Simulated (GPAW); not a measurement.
# C/Rh(110): work function by functional and basis

Wanted: work functions and dipole of C/Rh(110), with the cost of each level.

Main program and level: GPAW 26.7.0; GPAW, PAW setups; slab in vacuum, relaxation, in the first sound run; inputs show where later runs differ.

## (1) The starting structure

The cell holds 6 atoms: 5 Rh and 1 C. Cell: a = 3.800 Å, b = 2.687 Å, c = 21.874 Å, α = 90.0°, β = 90.0°, γ = 90.0°. Vacuum lies along c.

## (2) Relaxing the atoms

Forces are removed first; all later runs use this geometry. The lowest 2 atoms are held at bulk positions and keep their forces.

Contents of run.py:

```python
import json
import numpy as np
from ase import Atoms
from ase.constraints import FixAtoms
from ase.optimize import BFGS
from gpaw import GPAW, PW

slab = Atoms(
    ['Rh', 'Rh', 'Rh', 'Rh', 'Rh', 'C'],
    positions=[
        [0.00000, 0.00000, 8.00000],
        [1.90000, 1.34350, 9.34350],
        [0.00000, 0.00000, 10.68701],
        [1.90000, 1.34350, 12.03051],
        [0.00000, 0.00000, 13.37401],
        [1.90000, 1.34350, 13.87401]],
    cell=[[3.8, 0.0, 0.0], [0.0, 2.68701, 0.0], [0.0, 0.0, 21.87401]],
    pbc=[True, True, False])

slab.calc = GPAW(mode=PW(500), xc='PBE', kpts={'size': (8, 12, 1), 'gamma': True},
                 occupations={'name': 'fermi-dirac', 'width': 0.1}, nbands='160%',
                 convergence={'density': 1e-05}, maxiter=200,
                 poissonsolver={'dipolelayer': 'xy'},
                 symmetry={'tolerance': 1e-3, 'extra_ids': [1, 1, 0, 0, 0, 0]}, txt='slab.txt')
result = {}
slab.set_constraint(FixAtoms([0, 1]))
path = []
opt = BFGS(slab, maxstep=0.2)
opt.attach(lambda: path.append((slab.get_potential_energy(), slab.positions.tolist(), slab.get_forces().tolist())))
result['relaxed'] = bool(opt.run(fmax=0.03, steps=40))
result['path'] = path
energy = slab.get_potential_energy()
fermi = slab.calc.get_fermi_level()
v = slab.calc.get_electrostatic_potential().mean((0, 1)) - fermi
n = slab.calc.get_pseudo_density().mean((0, 1))
L = slab.cell[2, 2]
z = np.arange(len(v)) * L / len(v)
low, high = slab.positions[:, 2].min(), slab.positions[:, 2].max()
below, above = np.interp([low - 5.8, high + 5.8], z, v)
slopes = [np.interp(x, z, np.gradient(v, z)) for x in (low - 5.8, high + 5.8)]
eps = np.array([[slab.calc.get_eigenvalues(k, s) for k in range(len(slab.calc.get_ibz_k_points()))]
                for s in range(slab.calc.get_number_of_spins())]) - fermi
top, bottom = eps[eps < 0].max(), eps[eps > 0].min()
dipole = slab.get_dipole_moment()[2]
print(f'energy {energy:.4f} eV, Fermi level {fermi:.4f} eV, dipole {dipole:.5f} e A')
print(f'potential 5.8 A off the faces, from the Fermi level: lower {below:.4f} eV, upper {above:.4f} eV')
print(f'slope of the potential there: lower {slopes[0]:.5f}, upper {slopes[1]:.5f} eV/A')
print(f'nearest levels on the mesh: {top:.4f} and {bottom:.4f} eV')
print('magnetic moment', round(slab.get_magnetic_moment(), 3))
result.update(energy=energy, fermi=fermi, dipole=dipole, below=below, above=above, slopes=slopes, edges=[top, bottom],
              z=z.tolist(), v=v.tolist(), n=n.tolist(), positions=slab.positions.tolist(),
              forces=slab.get_forces(apply_constraint=False).tolist(), moments=slab.get_magnetic_moments().tolist())
json.dump(result, open('result.json', 'w'))
```

Started as:

```bash
$ OMP_NUM_THREADS=1 OPENBLAS_NUM_THREADS=1 python run.py
```

Output:

```text
Step          Energy          fmax
BFGS:    0      -41.158486        1.900264
BFGS:    1      -41.224768        1.689826
BFGS:    2      -41.449344        0.628650
BFGS:    3      -41.467510        0.595275
BFGS:    4      -41.480669        0.591916
BFGS:    5      -41.502163        0.483035
BFGS:    6      -41.517951        0.529869
BFGS:    7      -41.529563        0.429502
BFGS:    8      -41.536989        0.303047
BFGS:    9      -41.543817        0.310769
BFGS:   10      -41.549204        0.203605
BFGS:   11      -41.551500        0.064950
BFGS:   12      -41.551842        0.016406
energy -41.4062 eV, Fermi level 0.6803 eV, dipole -0.05533 e A
potential 5.8 A off the faces, from the Fermi level: lower 4.4058 eV, upper 5.3874 eV
slope of the potential there: lower -0.00033, upper 0.00024 eV/A
nearest levels on the mesh: -0.0042 and 0.0049 eV
magnetic moment 0.0
```

The job ended after 83 min (1 thread of Arm Neoverse V1, shared host; peak memory 0.45 GiB).

Step by step:

```tsv
step	energy less that of the first step (eV)	largest force (eV/Å)
1	0.0000	1.9003
2	-0.0672	1.6898
3	-0.2995	0.6286
4	-0.3189	0.5953
5	-0.3316	0.5919
6	-0.3507	0.4830
7	-0.3635	0.5299
8	-0.3726	0.4295
9	-0.3785	0.3030
10	-0.3844	0.3108
11	-0.3897	0.2036
12	-0.3926	0.0650
13	-0.3933	0.0164
```

The atoms that moved most (Å):

```tsv
atom	dx	dy	dz	length
Rh5	0.000	0.000	0.457	0.457
Rh4	0.000	0.000	0.121	0.121
C6	0.000	0.000	0.116	0.116
Rh3	0.000	0.000	-0.023	0.023
```

Final coordinates:

```
Rh C
1.0
     3.80000    0.00000    0.00000
     0.00000    2.68701    0.00000
     0.00000    0.00000   21.87401
Rh C
5 1
Direct
  0.00000 0.00000 0.36573
  0.50000 0.50000 0.42715
  0.00000 0.00000 0.48753
  0.50000 0.50000 0.55553
  0.00000 0.00000 0.63230
  0.50000 0.50000 0.63959
```

Numbers from this step:

```
dipole along the normal                    : -0.05533 e·Å
levels nearest the Fermi level on the mesh : -0.004248, 0.004909 eV from the Fermi level
upper work function                        : 5.387 eV
lower work function                        : 4.406 eV
```

The electrostatic potential energy of an electron (without an applied field's), less the Fermi level, planar mean oscillates, so the rows of the table below give means over windows of 1.37 Å about each position, cut where the curve ends. Its maxima inside the range that stand out by 2 % of the span (Å: eV): 8.7: -7.76, 10.0: -8.53, 11.4: -5.96, 12.9: -3.54. Its minima: 8.0: -14.5, 9.4: -15.5, 10.7: -15.3, 12.1: -14.6, 13.9: -24.3.

Electrostatic potential energy of an electron (without an applied field's), less the Fermi level, planar mean against z; means over each step:

```tsv
z (Å)	electrostatic potential energy of an electron (without an applied field's), less the Fermi level, planar mean (eV)
0.69	4.47
2.06	4.41
3.43	4.41
4.79	4.39
6.17	3.93
7.54	-6.37
8.91	-11.6
10.28	-11.9
11.65	-10.0
13.02	-8.67
14.39	-10.2
15.76	4.92
17.12	5.38
18.50	5.39
19.86	5.39
21.23	5.34
```

The pseudo valence density, planar mean oscillates, so the rows of the table below give means over windows of 0.5 Å about each position, cut where the curve ends. Its maxima inside the range that stand out by 2 % of the span (Å: e/Å³): 8.02: 1.64, 9.30: 1.66, 10.57: 1.61, 12.21: 1.62, 13.85: 1.87. Its minima: 8.75: 0.638, 10.03: 0.636, 11.48: 0.504, 12.94: 0.435.

The pseudo valence density, planar mean by z; means over each step:

```tsv
z (Å)	pseudo valence density, planar mean (e/Å³)
4.5	1.7e-4
5.0	6.0e-4
5.5	0.00215
6.0	0.00781
6.5	0.0294
7.0	0.132
7.5	0.625
8.0	1.42
8.5	0.830
9.0	1.08
9.5	1.36
10.0	0.763
10.5	1.36
11.0	1.03
11.5	0.611
12.0	1.33
12.5	0.970
13.0	0.498
13.5	1.18
14.0	1.52
14.5	0.551
15.0	0.133
15.5	0.0299
16.0	0.00670
16.5	0.00152
17.0	3.6e-4
17.5	9.0e-5
```

The relaxation lowered the energy of the cell by 0.393 eV (energies extrapolated to zero smearing; the optimiser's log prints free energies). The largest force left on a free atom is 0.016 eV/Å.

## (3) Plane waves, PBE

With the geometry fixed, the planar mean of the potential gives the vacuum level on each side.

This step: GPAW, PAW setups; slab in vacuum (GPAW 26.7.0).

Edit run.py of step 2 so:

```diff
@@ -3,4 +3,2 @@
 from ase import Atoms
-from ase.constraints import FixAtoms
-from ase.optimize import BFGS
 from gpaw import GPAW, PW
@@ -12,6 +10,6 @@
         [1.90000, 1.34350, 9.34350],
-        [0.00000, 0.00000, 10.68701],
-        [1.90000, 1.34350, 12.03051],
-        [0.00000, 0.00000, 13.37401],
-        [1.90000, 1.34350, 13.87401]],
+        [0.00000, 0.00000, 10.66428],
+        [1.90000, 1.34350, 12.15166],
+        [0.00000, 0.00000, 13.83088],
+        [1.90000, 1.34350, 13.99037]],
     cell=[[3.8, 0.0, 0.0], [0.0, 2.68701, 0.0], [0.0, 0.0, 21.87401]],
@@ -23,10 +21,4 @@
                  poissonsolver={'dipolelayer': 'xy'},
-                 symmetry={'tolerance': 1e-3, 'extra_ids': [1, 1, 0, 0, 0, 0]}, txt='slab.txt')
+                 symmetry={'tolerance': 1e-3}, txt='slab.txt')
 result = {}
-slab.set_constraint(FixAtoms([0, 1]))
-path = []
-opt = BFGS(slab, maxstep=0.2)
-opt.attach(lambda: path.append((slab.get_potential_energy(), slab.positions.tolist(), slab.get_forces().tolist())))
-result['relaxed'] = bool(opt.run(fmax=0.03, steps=40))
-result['path'] = path
 energy = slab.get_potential_energy()
```

Output:

```text
energy -41.4062 eV, Fermi level 0.6803 eV, dipole -0.05536 e A
potential 5.8 A off the faces, from the Fermi level: lower 4.4058 eV, upper 5.3874 eV
slope of the potential there: lower -0.00032, upper 0.00023 eV/A
nearest levels on the mesh: -0.0042 and 0.0049 eV
magnetic moment 0.0
```

Elapsed: 7.5 min, on 1 thread; peak memory 0.44 GiB.

Numbers from this step:

| Quantity | Value |
| --- | --- |
| dipole along the normal | -0.05536 e·Å |
| levels nearest the Fermi level on the mesh | -0.004243, 0.004916 eV from the Fermi level |

The electrostatic potential energy of an electron (without an applied field's), less the Fermi level, planar mean oscillates, so the rows of the table below give means over windows of 1.37 Å about each position, cut where the curve ends. Its maxima inside the range that stand out by 2 % of the span (Å: eV): 8.7: -7.76, 10.0: -8.53, 11.4: -5.96, 12.9: -3.54. Its minima: 8.0: -14.5, 9.4: -15.5, 10.7: -15.3, 12.1: -14.6, 13.9: -24.3.

The electrostatic potential energy of an electron (without an applied field's), less the Fermi level, planar mean by z; means over each step:

(Unchanged from step 2.)

The pseudo valence density, planar mean oscillates, so the rows of the table below give means over windows of 0.5 Å about each position, cut where the curve ends. Its maxima inside the range that stand out by 2 % of the span (Å: e/Å³): 8.02: 1.64, 9.30: 1.66, 10.57: 1.61, 12.21: 1.62, 13.85: 1.87. Its minima: 8.75: 0.638, 10.03: 0.636, 11.48: 0.504, 12.94: 0.435.

Pseudo valence density, planar mean against z; means over each step:

(Unchanged from step 2.)

Force by atom:

```tsv
atom	x (eV/Å)	y (eV/Å)	z (eV/Å)	size
Rh1	0.000	0.000	0.748	0.748
Rh2	0.000	0.000	-0.734	0.734
Rh3	0.000	0.000	-0.006	0.006
Rh4	0.000	0.000	0.001	0.001
Rh5	0.000	0.000	0.008	0.008
C6	0.000	0.000	-0.016	0.016
```

The potential is flat to 3.2e-4 eV/Å where it is read, so the vacuum is wide enough.

## (4) Self-consistent run: xc = "LDA"

The same geometry under LDA, to see how far the functional moves the levels against the vacuum.

Edit run.py of step 3 so:

```diff
@@ -17,3 +17,3 @@
 
-slab.calc = GPAW(mode=PW(500), xc='PBE', kpts={'size': (8, 12, 1), 'gamma': True},
+slab.calc = GPAW(mode=PW(500), xc='LDA', kpts={'size': (8, 12, 1), 'gamma': True},
                  occupations={'name': 'fermi-dirac', 'width': 0.1}, nbands='160%',
```

Output:

```text
energy -48.5092 eV, Fermi level 0.3344 eV, dipole -0.05481 e A
potential 5.8 A off the faces, from the Fermi level: lower 4.7898 eV, upper 5.7615 eV
slope of the potential there: lower -0.00031, upper 0.00022 eV/A
nearest levels on the mesh: -0.0067 and 0.0085 eV
magnetic moment 0.0
```

Elapsed: 8 min, on 1 thread; peak memory 0.45 GiB.

Numbers from this step:

* dipole along the normal: -0.05481 e·Å
* levels nearest the Fermi level on the mesh: -0.006709, 0.008499 eV from the Fermi level
* upper work function: 5.762 eV
* lower work function: 4.790 eV

The electrostatic potential energy of an electron (without an applied field's), less the Fermi level, planar mean oscillates, so the rows of the table below give means over windows of 1.37 Å about each position, cut where the curve ends. Its maxima inside the range that stand out by 2 % of the span (Å: eV): 8.7: -7.44, 10.0: -8.21, 11.4: -5.62, 12.9: -3.20. Its minima: 8.0: -14.3, 9.4: -15.2, 10.7: -15.0, 12.1: -14.4, 13.9: -24.1.

The electrostatic potential energy of an electron (without an applied field's), less the Fermi level, planar mean by z; means over each step:

z (Å), electrostatic potential energy of an electron (without an applied field's), less the Fermi level, planar mean (eV) and a bar from the least value:
```
     0.69        4.9 ############################
     2.06        4.8 ############################
     3.43        4.8 ############################
     4.79        4.8 ############################
     6.17        4.3 ############################
     7.54       -6.1 ##########
     8.91      -11.3 #
    10.28      -11.6 
    11.65       -9.7 ###
    13.02       -8.4 ######
    14.39       -9.9 ###
    15.76        5.3 #############################
    17.12        5.8 ##############################
    18.50        5.8 ##############################
    19.86        5.8 ##############################
    21.23        5.7 ##############################
```

The pseudo valence density, planar mean oscillates, so the rows of the table below give means over windows of 1 Å about each position, cut where the curve ends. Its maxima inside the range that stand out by 2 % of the span (Å: e/Å³): 8.0: 1.64, 9.3: 1.66, 10.6: 1.61, 12.2: 1.61, 13.9: 1.87. Its minima: 8.7: 0.642, 10.0: 0.639, 11.5: 0.507, 12.9: 0.438.

Table of pseudo valence density, planar mean by z; means over each step:

```tsv
z (Å)	pseudo valence density, planar mean (e/Å³)
4	5.1e-5
5	6.9e-4
6	0.00979
7	0.172
8	1.17
9	1.10
10	0.969
11	1.03
12	1.14
13	0.645
14	1.31
15	0.174
16	0.00860
17	4.6e-4
18	2.4e-5
```

Force by atom:

```tsv
atom	x (eV/Å)	y (eV/Å)	z (eV/Å)	size
Rh1	0.00	0.00	1.69	1.69
Rh2	0.00	0.00	-0.58	0.58
Rh3	0.00	0.00	-0.24	0.24
Rh4	0.00	0.00	0.39	0.39
Rh5	0.00	0.00	-0.42	0.42
C6	0.00	0.00	-0.83	0.83
```

The upper face's work function is 5.762 eV, against 5.387 eV in the first plane-wave PBE run at this geometry.

## (5) Self-consistent run: xc = "RPBE"

The same geometry under RPBE, to see how far the functional moves the levels against the vacuum.

Edit run.py of step 4 so:

```diff
@@ -17,3 +17,3 @@
 
-slab.calc = GPAW(mode=PW(500), xc='LDA', kpts={'size': (8, 12, 1), 'gamma': True},
+slab.calc = GPAW(mode=PW(500), xc='RPBE', kpts={'size': (8, 12, 1), 'gamma': True},
                  occupations={'name': 'fermi-dirac', 'width': 0.1}, nbands='160%',
```

Output:

```text
energy -38.0937 eV, Fermi level 0.8178 eV, dipole -0.05647 e A
potential 5.8 A off the faces, from the Fermi level: lower 4.2273 eV, upper 5.2285 eV
slope of the potential there: lower -0.00033, upper 0.00024 eV/A
nearest levels on the mesh: -0.0020 and 0.0050 eV
magnetic moment 0.0
```

It took 8.7 min on 1 thread; peak memory 0.44 GiB.

Numbers from this step:

- dipole along the normal: -0.05647 e·Å
- levels nearest the Fermi level on the mesh: -0.002024, 0.005007 eV from the Fermi level
- upper work function: 5.229 eV
- lower work function: 4.227 eV

The electrostatic potential energy of an electron (without an applied field's), less the Fermi level, planar mean oscillates, so the rows of the table below give means over windows of 1.37 Å about each position, cut where the curve ends. Its maxima inside the range that stand out by 2 % of the span (Å: eV): 8.7: -7.85, 10.0: -8.62, 11.4: -6.05, 12.9: -3.63. Its minima: 8.0: -14.6, 9.4: -15.6, 10.7: -15.4, 12.1: -14.7, 13.9: -24.4.

Electrostatic potential energy of an electron (without an applied field's), less the Fermi level, planar mean against z; means over each step:

```tsv
z (Å)	electrostatic potential energy of an electron (without an applied field's), less the Fermi level, planar mean (eV)
0.69	4.30
2.06	4.23
3.43	4.23
4.79	4.21
6.17	3.75
7.54	-6.48
8.91	-11.6
10.28	-12.0
11.65	-10.1
13.02	-8.75
14.39	-10.3
15.76	4.76
17.12	5.22
18.50	5.23
19.86	5.23
21.23	5.18
```

The upper face's work function is 5.229 eV, against 5.387 eV in the first plane-wave PBE run at this geometry.

## (6) Self-consistent run: xc = "vdW-DF2"

The same geometry under vdW-DF2, to see how far the functional moves the levels against the vacuum (the van der Waals functionals take revPBE setups).

Edit run.py of step 5 so:

```diff
@@ -17,3 +17,3 @@
 
-slab.calc = GPAW(mode=PW(500), xc='RPBE', kpts={'size': (8, 12, 1), 'gamma': True},
+slab.calc = GPAW(mode=PW(500), xc='vdW-DF2', kpts={'size': (8, 12, 1), 'gamma': True},
                  occupations={'name': 'fermi-dirac', 'width': 0.1}, nbands='160%',
```

Output:

```text
energy -488.6694 eV, Fermi level 0.4933 eV, dipole -0.05013 e A
potential 5.8 A off the faces, from the Fermi level: lower 4.8258 eV, upper 5.7145 eV
slope of the potential there: lower -0.00037, upper 0.00023 eV/A
nearest levels on the mesh: -0.0130 and 0.0035 eV
magnetic moment 0.0
```

Run time: 7.2 min. Hardware: 1 thread; peak memory 0.61 GiB.

This step gave:

```
dipole along the normal                    : -0.05013 e·Å
levels nearest the Fermi level on the mesh : -0.01297, 0.003522 eV from the Fermi level
upper work function                        : 5.715 eV
lower work function                        : 4.826 eV
```

The upper face's work function is 5.715 eV, against 5.387 eV in the first plane-wave PBE run at this geometry.

## (7) OptPBE vdW: xc = "optPBE-vdW"

The same geometry under optPBE-vdW, to see how far the functional moves the levels against the vacuum (the van der Waals functionals take revPBE setups).

Edit run.py of step 6 so:

```diff
@@ -17,3 +17,3 @@
 
-slab.calc = GPAW(mode=PW(500), xc='vdW-DF2', kpts={'size': (8, 12, 1), 'gamma': True},
+slab.calc = GPAW(mode=PW(500), xc='optPBE-vdW', kpts={'size': (8, 12, 1), 'gamma': True},
                  occupations={'name': 'fermi-dirac', 'width': 0.1}, nbands='160%',
```

Output:

```text
energy -114.1883 eV, Fermi level 0.5475 eV, dipole -0.05427 e A
potential 5.8 A off the faces, from the Fermi level: lower 4.6117 eV, upper 5.5739 eV
slope of the potential there: lower -0.00032, upper 0.00022 eV/A
nearest levels on the mesh: -0.0013 and 0.0032 eV
magnetic moment 0.0
```

The job ended after 9.6 min (1 thread; peak memory 0.61 GiB).

Numbers from this step:

| Quantity | Value |
| --- | --- |
| dipole along the normal | -0.05427 e·Å |
| levels nearest the Fermi level on the mesh | -0.001286, 0.003180 eV from the Fermi level |
| upper work function | 5.574 eV |
| lower work function | 4.612 eV |

The electrostatic potential energy of an electron (without an applied field's), less the Fermi level, planar mean oscillates, so the rows of the table below give means over windows of 1.37 Å about each position, cut where the curve ends. Its maxima inside the range that stand out by 2 % of the span (Å: eV): 8.7: -7.75, 10.0: -8.51, 11.4: -5.96, 12.9: -3.57. Its minima: 8.0: -14.5, 9.4: -15.5, 10.7: -15.3, 12.1: -14.6, 13.9: -24.2.

Table of electrostatic potential energy of an electron (without an applied field's), less the Fermi level, planar mean by z; means over each step:

```tsv
z (Å)	electrostatic potential energy of an electron (without an applied field's), less the Fermi level, planar mean (eV)
0.69	4.68
2.06	4.61
3.43	4.61
4.79	4.59
6.17	4.08
7.54	-6.30
8.91	-11.5
10.28	-11.9
11.65	-9.98
13.02	-8.66
14.39	-10.1
15.76	5.06
17.12	5.56
18.50	5.57
19.86	5.57
21.23	5.53
```

The upper face's work function is 5.574 eV, against 5.387 eV in the first plane-wave PBE run at this geometry.

[end of part 1 of 2]

[Logs are printed without paths, hosts, clocks, repeated set-up lines and the standing remarks that a program may print on its own settings, such as how far it seeks lower states.]

[Hosts, paths, dates, database ids (printed as entryN), source tags and the programs' standing remarks are cut or masked in the printed files.]
